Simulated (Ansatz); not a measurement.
**NaPbI3: complex band structure**

Aim: relax a made-up compound, NaPbI3, and see how good a tunnel barrier it would be. It is built by putting Na for Cs, I for Cl in the CsPbCl3 structure of space group Pm-3m, with the volume rescaled by atomic radii. The parent structure comes from the Materials Project.

Calculated with Ansatz 0.2.0; PBE DFT, plane waves, PAW files, in the first sound run; inputs show where later runs differ.

The structure was built from a prototype and need not be the compound's stable phase.

## (1) Set-up

The structure is cubic, space group Pm-3m (No. 221). Conventional cell: a = 5.720 Å, b = 5.720 Å, c = 5.720 Å, α = 90.00°, β = 90.00°, γ = 90.00°. Na has 12 I at 4.04 Å nearest. Nearest to Pb lie 6 I at 2.86 Å. Nearest to I lie 2 Pb at 2.86 Å. It derives from CsPbCl3. Na for Cs, I for Cl in the CsPbCl3 structure of space group Pm-3m. Farther neighbours and most contacts between anions are not listed.

## (2) Cell and atoms at rest

The substituted atoms don't fit the parent's cell, so cell and atoms relax together. A small smearing keeps the run stable in case the gap closes on the way.

Input file input.yaml:

```yaml
crystal:
  lattice:
    - [5.7198153408, 0.0, 0.0]
    - [0.0, 5.7198153408, 0.0]
    - [0.0, 0.0, 5.7198153408]
  atoms:
    - { symbol: Na, position: [0.0, 0.0, 0.0] }
    - { symbol: Pb, position: [0.5, 0.5, 0.5] }
    - { symbol: I, position: [0.0, 0.5, 0.5] }
    - { symbol: I, position: [0.5, 0.0, 0.5] }
    - { symbol: I, position: [0.5, 0.5, 0.0] }
kpoints:
  mp_grid: { grid: [4, 4, 4] }
scf:
  occupations: { method: gaussian, width: 0.03 }
hamiltonian:
  xc: pbe
output:
  forces: true
  stress: true
relax:
  f_tol: 0.02
  max_steps: 60
  cell: {}
```

Run with:

```bash
$ ansatz run input.yaml --threads 2 --pin off --max-ram 4096MiB --backend cpu --events-out ev --progress --plain --runs-dir out
```

Numbers of over 12 decimals in the logs are rounded to 6 here.

Output:

```text
Engine: ansatz 0.2.0, aarch64-unknown-linux-gnu
Pseudopotentials: kind: paw
Pseudopotential: Na, paw, valence charge 9, recommended cutoff 420 eV (normal), Na.paw.azcp
Pseudopotential: Pb, paw, valence charge 14, recommended cutoff 420 eV (normal), Pb.paw.azcp
Pseudopotential: I, paw, valence charge 17, recommended cutoff 420 eV (normal), I.paw.azcp
Functional definition: PBE
  parameter kappa = 0.804
  parameter beta = 0.066725
  exchange = pbe_x(kappa = kappa, mu = beta*pi^2/3)
  correlation = pbe_c(beta = beta)
Crystal: 5 atoms, lattice volume = 187.131 Å³
Basis set: ecut = 420 eV, 3743 PW (Γ), exchange–correlation on 80×80×80 points (8 copies of the dense FFT grid, shifted against one another)
Bands: 45, of which v1, the nominal top of the filled ones, is band 37 counted from 1 (36 counted from 0)
Symmetry: 48 space group operations
Space group: Pm-3m (ITA 221), of the structure as read, at distance tolerance 5.7e-5 Å
k-points: 10 of 64
Non-local potential: Na, projectors of the file, l = 0: 3, l = 1: 2, l = 2: 1
Non-local potential: Pb, projectors of the file, l = 0: 2, l = 1: 2, l = 2: 2, l = 3: 2
Non-local potential: I, projectors of the file, l = 0: 2, l = 1: 2, l = 2: 2, l = 3: 2
PAW form: soft (Blöchl's): semilocal exchange-correlation on the pseudo side does not see the compensation charge
PAW one-centre angular grid: Na, 110 points (default); XC on 64 Gauss nodes
PAW one-centre angular grid: Pb, 590 points (default); XC on 64 Gauss nodes
PAW one-centre angular grid: I, 590 points (default); XC on 64 Gauss nodes
Initial density: superposition of atomic densities (neutral atoms: chi_scale 0, normalization atom), corrected by the library's trained network
Initial wavefunctions: pseudopotential atomic-orbital guess
Functional: x = pbe(κ = 0.804, μ = 0.219515), c = pbe(β = 0.066725)
SCF iter   1: F=—  HF=-35933.414020 eV  |F-HF|=—  |Δ(HF+E_count)|=         —  Δρ=1.92e-3  dr2=7.73e-3  ethr=1.77e-3  ⟨swp⟩=9.6  Hψ=2246  notcnv=0  defer=1
preconditioner: auto → Resta (q_TF=auto, 2.337 Å⁻¹)  ε∞=3.0  [insulator: Δε(μ)=0.048 eV  Ē_g=9.853 eV  σ=0.030 eV  W_gap=0.74  n_scr=32 (ndim 8)  ℏωp=13.8 eV  f_vac=0.202  D(μ)=0.63/eV (n_scr^D=0)  ε∞_Penn≈3.0]
SCF iter   2: F=—  HF=-35933.412172 eV  |F-HF|=—  |Δ(HF+E_count)|=   1.85e-3  Δρ=1.08e-3  dr2=1.86e-3  ethr=1.04e-5  ⟨swp⟩=2.4  Hψ=961  notcnv=0  defer=12
SCF iter   3: F=—  HF=-35933.411978 eV  |F-HF|=—  |Δ(HF+E_count)|=   1.94e-4  Δρ=3.23e-4  dr2=2.12e-4  ethr=2.51e-6  ⟨swp⟩=2.0  Hψ=788  notcnv=0  defer=12
SCF iter   4: F=—  HF=-35933.411952 eV  |F-HF|=—  |Δ(HF+E_count)|=   2.67e-5  Δρ=1.27e-4  dr2=2.29e-5  ethr=2.87e-7  ⟨swp⟩=2.4  Hψ=681  notcnv=0  defer=12
SCF iter   5: F=—  HF=-35933.411911 eV  |F-HF|=—  |Δ(HF+E_count)|=   4.10e-5  Δρ=4.51e-5  dr2=3.07e-6  ethr=3.09e-8  ⟨swp⟩=2.0  Hψ=802  notcnv=0  defer=12
SCF iter   6: F=—  HF=-35933.411910 eV  |F-HF|=—  |Δ(HF+E_count)|=   1.20e-6  Δρ=2.49e-5  dr2=6.99e-7  ethr=4.15e-9  ⟨swp⟩=2.0  Hψ=821  notcnv=0  defer=12
SCF iter   7: F=-35933.411909 eV  HF=-35933.411909 eV  |F-HF|=2.60e-9  |Δ(HF+E_count)|=   5.03e-7  Δρ=2.47e-6  dr2=8.96e-9  ethr=1.35e-10  ⟨swp⟩=3.8  Hψ=1936  notcnv=0
SCF 1 converged in 7 iterations: F = -35933.411909 eV  dr2 = 8.96e-9
  greatest PAW one-centre occupation: 0.999 electrons in one spin orbital (limit 2), on the Na atom at site 0 (counted from 0), in its partial waves of l = 0
relax step   1: F+E_penalty+E_count = -35933.41190905 eV  Δ(F+E_penalty+E_count) = +0.000e0 eV  max|allowed force component| = 1.034e-28 eV/Å  Δτ_max = 0.0000 Å  P = +9.589 GPa  Ω = 187.131 Å³  (7 SCF iters, dr2 threshold 1.00e-7 eV, accepted)
Crystal: 5 atoms, lattice volume = 215.855 Å³
Basis set: ecut = 420 eV, 4169 PW (Γ), exchange–correlation on 80×80×80 points (8 copies of the dense FFT grid, shifted against one another)
Initial density: handed on by an earlier stage of this run
Initial wavefunctions: those handed on with the density
iter 1 solved again at ethr=8.55e-5 eV; its pass at ethr=3.10e-3 eV (dr2=6.33e-2 eV) is discarded
SCF iter   1: F=—  HF=-35934.600642 eV  |F-HF|=—  |Δ(HF+E_count)|=         —  Δρ=3.61e-3  dr2=6.25e-2  ethr=8.55e-5  ⟨swp⟩=2.8  Hψ=2853  notcnv=0
preconditioner: auto → Resta (q_TF=auto, 2.282 Å⁻¹)  ε∞=2.4  [insulator: Δε(μ)=0.816 eV  Ē_g=12.638 eV  σ=0.030 eV  W_gap=1.00  n_scr=32 (ndim 8)  ℏωp=15.2 eV  f_vac=0.251  D(μ)=0.00/eV (n_scr^D=0)  ε∞_Penn≈2.4]
SCF iter   2: F=—  HF=-35934.577567 eV  |F-HF|=—  |Δ(HF+E_count)|=   2.31e-2  Δρ=1.83e-3  dr2=1.80e-2  ethr=8.45e-5  ⟨swp⟩=3.2  Hψ=1060  notcnv=0
SCF iter   3: F=—  HF=-35934.568786 eV  |F-HF|=—  |Δ(HF+E_count)|=   8.78e-3  Δρ=5.03e-4  dr2=1.80e-3  ethr=2.43e-5  ⟨swp⟩=3.1  Hψ=625  notcnv=0
SCF iter   4: F=—  HF=-35934.568103 eV  |F-HF|=—  |Δ(HF+E_count)|=   6.83e-4  Δρ=1.96e-4  dr2=9.18e-5  ethr=2.43e-6  ⟨swp⟩=2.0  Hψ=888  notcnv=0
SCF iter   5: F=—  HF=-35934.568147 eV  |F-HF|=—  |Δ(HF+E_count)|=   4.35e-5  Δρ=3.12e-5  dr2=2.12e-6  ethr=1.24e-7  ⟨swp⟩=2.1  Hψ=823  notcnv=0
SCF iter   6: F=-35934.568152 eV  HF=-35934.568152 eV  |F-HF|=8.64e-8  |Δ(HF+E_count)|=   5.42e-6  Δρ=7.36e-6  dr2=1.43e-7  ethr=6.76e-10  ⟨swp⟩=5.2  Hψ=1554  notcnv=0
SCF 2 converged in 6 iterations: F = -35934.568152 eV  dr2 = 1.43e-7
relax step   2: F+E_penalty+E_count = -35934.56815212 eV  Δ(F+E_penalty+E_count) = -1.156e0 eV  max|allowed force component| = 7.347e-29 eV/Å  Δτ_max = 0.0000 Å  P = +3.860 GPa  Ω = 215.855 Å³  energy of the carried Pulay correction = -2.807e-3 eV  (6 SCF iters, dr2 threshold 5.00e-7 eV, accepted)
Crystal: 5 atoms, lattice volume = 240.667 Å³
Basis set: ecut = 420 eV, 4729 PW (Γ), exchange–correlation on 80×80×80 points (8 copies of the dense FFT grid, shifted against one another)
iter 1 solved again at ethr=5.15e-5 eV; its pass at ethr=3.10e-3 eV (dr2=3.81e-2 eV) is discarded
SCF iter   1: F=—  HF=-35934.945381 eV  |F-HF|=—  |Δ(HF+E_count)|=         —  Δρ=2.64e-3  dr2=3.65e-2  ethr=5.15e-5  ⟨swp⟩=2.5  Hψ=2756  notcnv=0
preconditioner: auto → Resta (q_TF=auto, 2.241 Å⁻¹)  ε∞=2.4  [insulator: Δε(μ)=1.268 eV  Ē_g=12.332 eV  σ=0.030 eV  W_gap=1.00  n_scr=32 (ndim 8)  ℏωp=14.4 eV  f_vac=0.279  D(μ)=0.00/eV (n_scr^D=0)  ε∞_Penn≈2.4]
SCF iter   2: F=—  HF=-35934.931816 eV  |F-HF|=—  |Δ(HF+E_count)|=   1.36e-2  Δρ=1.26e-3  dr2=8.34e-3  ethr=4.93e-5  ⟨swp⟩=3.0  Hψ=1043  notcnv=0
SCF iter   3: F=—  HF=-35934.928058 eV  |F-HF|=—  |Δ(HF+E_count)|=   3.76e-3  Δρ=3.70e-4  dr2=9.29e-4  ethr=1.13e-5  ⟨swp⟩=3.0  Hψ=676  notcnv=0
SCF iter   4: F=—  HF=-35934.927698 eV  |F-HF|=—  |Δ(HF+E_count)|=   3.61e-4  Δρ=1.09e-4  dr2=3.90e-5  ethr=1.26e-6  ⟨swp⟩=2.0  Hψ=715  notcnv=0
SCF iter   5: F=—  HF=-35934.927807 eV  |F-HF|=—  |Δ(HF+E_count)|=   1.10e-4  Δρ=2.47e-5  dr2=1.59e-6  ethr=5.27e-8  ⟨swp⟩=2.0  Hψ=820  notcnv=0
SCF iter   6: F=-35934.927811 eV  HF=-35934.927810 eV  |F-HF|=1.97e-7  |Δ(HF+E_count)|=   3.14e-6  Δρ=7.41e-6  dr2=1.85e-7  ethr=6.76e-10  ⟨swp⟩=5.1  Hψ=1603  notcnv=0
SCF 3 converged in 6 iterations: F = -35934.927811 eV  dr2 = 1.85e-7
relax step   3: F+E_penalty+E_count = -35934.92781057 eV  Δ(F+E_penalty+E_count) = -3.597e-1 eV  max|allowed force component| = 1.313e-29 eV/Å  Δτ_max = 0.0000 Å  P = +1.042 GPa  Ω = 240.667 Å³  energy of the carried Pulay correction = -4.931e-3 eV  (6 SCF iters, dr2 threshold 5.00e-7 eV, accepted)
[...]
relax step   4: F+E_penalty+E_count = -35934.96646240 eV  Δ(F+E_penalty+E_count) = -3.865e-2 eV  max|allowed force component| = 1.784e-29 eV/Å  Δτ_max = 0.0000 Å  P = +0.168 GPa  Ω = 251.336 Å³  energy of the carried Pulay correction = -5.772e-3 eV  (6 SCF iters, dr2 threshold 5.00e-7 eV, accepted)
[...]
relax step   5: F+E_penalty+E_count = -35934.96745830 eV  Δ(F+E_penalty+E_count) = -9.959e-4 eV  max|allowed force component| = 5.785e-29 eV/Å  Δτ_max = 0.0000 Å  P = -0.004 GPa  Ω = 253.637 Å³  energy of the carried Pulay correction = -5.948e-3 eV  (5 SCF iters, dr2 threshold 7.03e-8 eV, accepted)
[...]
relax step   6: F+E_penalty+E_count = -35934.98688546 eV  Δ(F+E_penalty+E_count) = -1.943e-2 eV  max|allowed force component| = 6.179e-29 eV/Å  Δτ_max = 0.0000 Å  P = +0.186 GPa  Ω = 253.637 Å³  stress off target by 1.86e-1 GPa  SCF on the basis re-selected at this cell (its energy is not comparable with the rows above)  (9 SCF iters)
[...]
relax step   7: F+E_penalty+E_count = -35934.98842397 eV  Δ(F+E_penalty+E_count) = -1.539e-3 eV  max|allowed force component| = 1.057e-29 eV/Å  Δτ_max = 0.0000 Å  P = +0.038 GPa  Ω = 256.096 Å³  energy of the carried Pulay correction = -1.723e-4 eV  (5 SCF iters, dr2 threshold 8.65e-8 eV, accepted)
iter 1 solved again at ethr=8.60e-8 eV; its pass at ethr=3.10e-3 eV (dr2=6.37e-5 eV) is discarded
SCF iter   1: F=—  HF=-35934.987417 eV  |F-HF|=—  |Δ(HF+E_count)|=         —  Δρ=6.06e-5  dr2=2.87e-7  ethr=8.60e-8  ⟨swp⟩=4.0  Hψ=3429  notcnv=0
preconditioner: auto → Resta (q_TF=auto, 2.218 Å⁻¹)  ε∞=2.8  [insulator: Δε(μ)=1.424 eV  Ē_g=8.771 eV  σ=0.030 eV  W_gap=1.00  n_scr=56 (ndim 8)  ℏωp=11.8 eV  f_vac=0.299  D(μ)=0.00/eV (n_scr^D=0)  ε∞_Penn≈2.8]
SCF iter   2: F=—  HF=-35934.988251 eV  |F-HF|=—  |Δ(HF+E_count)|=   8.34e-4  Δρ=3.05e-5  dr2=6.45e-8  ethr=3.88e-10  ⟨swp⟩=2.1  Hψ=821  notcnv=0
SCF iter   3: F=—  HF=-35934.988548 eV  |F-HF|=—  |Δ(HF+E_count)|=   2.96e-4  Δρ=5.29e-6  dr2=4.69e-9  ethr=8.71e-11  ⟨swp⟩=2.0  Hψ=820  notcnv=0
SCF iter   4: F=—  HF=-35934.988557 eV  |F-HF|=—  |Δ(HF+E_count)|=   8.95e-6  Δρ=3.06e-7  dr2=3.49e-10  ethr=6.33e-12  ⟨swp⟩=3.0  Hψ=845  notcnv=0
SCF iter   5: F=—  HF=-35934.988557 eV  |F-HF|=—  |Δ(HF+E_count)|=   1.56e-9  Δρ=1.41e-7  dr2=6.04e-11  ethr=1.00e-12  ⟨swp⟩=5.1  Hψ=1548  notcnv=0
SCF iter   6: F=-35934.988557 eV  HF=-35934.988557 eV  |F-HF|=8.73e-11  |Δ(HF+E_count)|=   3.16e-9  Δρ=3.81e-8  dr2=4.22e-12  ethr=1.00e-12  ⟨swp⟩=4.9  Hψ=1437  notcnv=0
SCF 8 converged in 6 iterations: F = -35934.988557 eV  dr2 = 4.22e-12
relax step   8: F+E_penalty+E_count = -35934.98855674 eV  Δ(F+E_penalty+E_count) = -1.328e-4 eV  max|allowed force component| = 1.105e-29 eV/Å  Δτ_max = 0.0000 Å  P = +0.038 GPa  Ω = 256.096 Å³  stress off target by 3.78e-2 GPa  SCF on the basis re-selected at this cell (its energy is not comparable with the rows above)  (6 SCF iters)
basis re-selected at this cell: Δ(F+E_penalty+E_count) = -1.328e-4 eV, ΔP = -0.000 GPa vs the last step (what re-selecting the basis moved, of the pressure what is left beyond the Pulay correction that the steps carried, after the strain that the cell walked since its last selection, with what the two solves' SCF thresholds leave and, on support functions, any second-order correction that the steps lacked; it is no m [...]
SCF converged after 6 iterations
Free energy (F): -35934.988557 eV
Harris-Foulkes:  -35934.988557 eV  (|F-HF|=8.73e-11)
Internal energy: -35934.988557 eV  (E = F + TS)
E sigma→0 (E₀):  -35934.988557 eV
Fermi energy:    3.602879 eV
--- Per-component energies (eV) ---
  E_band       = -1653.591333
  E_kinetic    = 971.662296
  E_local      = -10419.611991  (includes V_loc(G=0)·N_el)
  E_nonlocal   = 192.789846
  E_hartree    = 4894.805838
  E_xc         = -642.880793
  E_vxc        = -566.569103  (∫ρ·V_xc dr)
  E_paw        = -25115.798492  (= ΣΔE_a)
  E_vpaw       = -1621.474130  (= ΣTr[D̂ρ^β])
  E_aug_tail   = -0.000035  (compensation charges beyond the density's cutoff)
  E_ewald      = -5815.955225
  E_smearing   = -0.000000  (= −TS)
  E_closure    = 0.000000  (closes the sum)
  Σ components = -35934.988557   (vs F -35934.988557, Δ=0.00e0)
--- Forces (eV/Å), atoms counted from 1 ---
  atom   1  Na     0.00000000     0.00000000    -0.00000000
  atom   2  Pb    -0.00000000     0.00000000    -0.00000000
  atom   3  I     -0.00000000    -0.00000000    -0.00000000
  atom   4  I      0.00000000    -0.00000000     0.00000000
  atom   5  I     -0.00000000    -0.00000000    -0.00000000
  max |Σ_I F_I| component: 1.51e-29 eV/Å
--- Stress (GPa, compression-positive) ---
        0.037768       0.000000      -0.000000
        0.000000       0.037768       0.000000
       -0.000000       0.000000       0.037768
  P = ⅓ Tr σ = 0.0378 GPa (0.378 kbar)
--- Relaxed structure (6 steps of the walk, 6 accepted, 2 SCFs on fresh bases) ---
  F+E_penalty+E_count = -35934.98855674 eV   max|allowed force component| = 1.105e-29 eV/Å   (the final SCF, on the basis selected at the relaxed cell)
  cell:  # Å, volume = 256.0956 Å³
    - [6.350395, 0, 0]
    - [0, 6.350395, 0]
    - [0, 0, 6.350395]
  atoms:
    - { symbol: Na, position: [0, 0, 0] }
    - { symbol: Pb, position: [0.5, 0.5, 0.5] }
    - { symbol: I, position: [0, 0.5, 0.5] }
    - { symbol: I, position: [0.5, 0, 0.5] }
    - { symbol: I, position: [0.5, 0.5, 0] }
```

The job ended after 20 s (2 threads of Arm Neoverse V2, shared host; peak memory 0.54 GiB).

The steps of the relaxation:

```
step  energy less that of the first step (eV)  largest force component (eV/Å)  pressure (GPa)  volume (Å³)
   1                                   0.0000                          0.0000            9.59       187.13
   2                                  -1.1562                          0.0000            3.86       215.85
   3                                  -1.5159                          0.0000            1.04       240.67
   4                                  -1.5546                          0.0000            0.17       251.34
   5                                  -1.5555                          0.0000            0.00       253.64
  6*                                  -1.5750                          0.0000            0.19       253.64
   7                                  -1.5765                          0.0000            0.04       256.10
  8*                                  -1.5766                          0.0000            0.04       256.10
```

Relaxation steps marked * repeat the geometry before them on a plane-wave basis chosen anew for their cell, so energy and pressure can jump there.

The run keeps the 48 symmetry operations that it works with, so distortions that break them were not tested.

```
conventional cell, symmetrised  before  after   change
                         a (Å)   5.720  6.350  +11.0 %
                         b (Å)   5.720  6.350  +11.0 %
                         c (Å)   5.720  6.350  +11.0 %
              volume (Å³/atom)   37.43  51.22  +36.9 %
```

The relaxed structure:

```xyz
5
Lattice="6.3504 0.0000 0.0000 0.0000 6.3504 0.0000 0.0000 0.0000 6.3504" Properties=species:S:1:pos:R:3 pbc="T T T"
Na    0.0000    0.0000    0.0000
Pb    3.1752    3.1752    3.1752
I     0.0000    3.1752    3.1752
I     3.1752    0.0000    3.1752
I     3.1752    3.1752    0.0000
```

This step gave:

```
free energy  : -35934.9886 eV
Fermi energy : 3.603 eV
pressure     : 0.03777 GPa
```

The largest force component on a free atom ends at 1.1e-29 eV/Å.

(Continued in part 2 of 4.)

[Logs are printed without paths, hosts, clocks, repeated set-up lines and the standing remarks that a program may print on its own settings, such as how far it seeks lower states.]

[Hosts, paths, dates, database ids (printed as entryN), source tags and the programs' standing remarks are cut or masked in the printed files.]
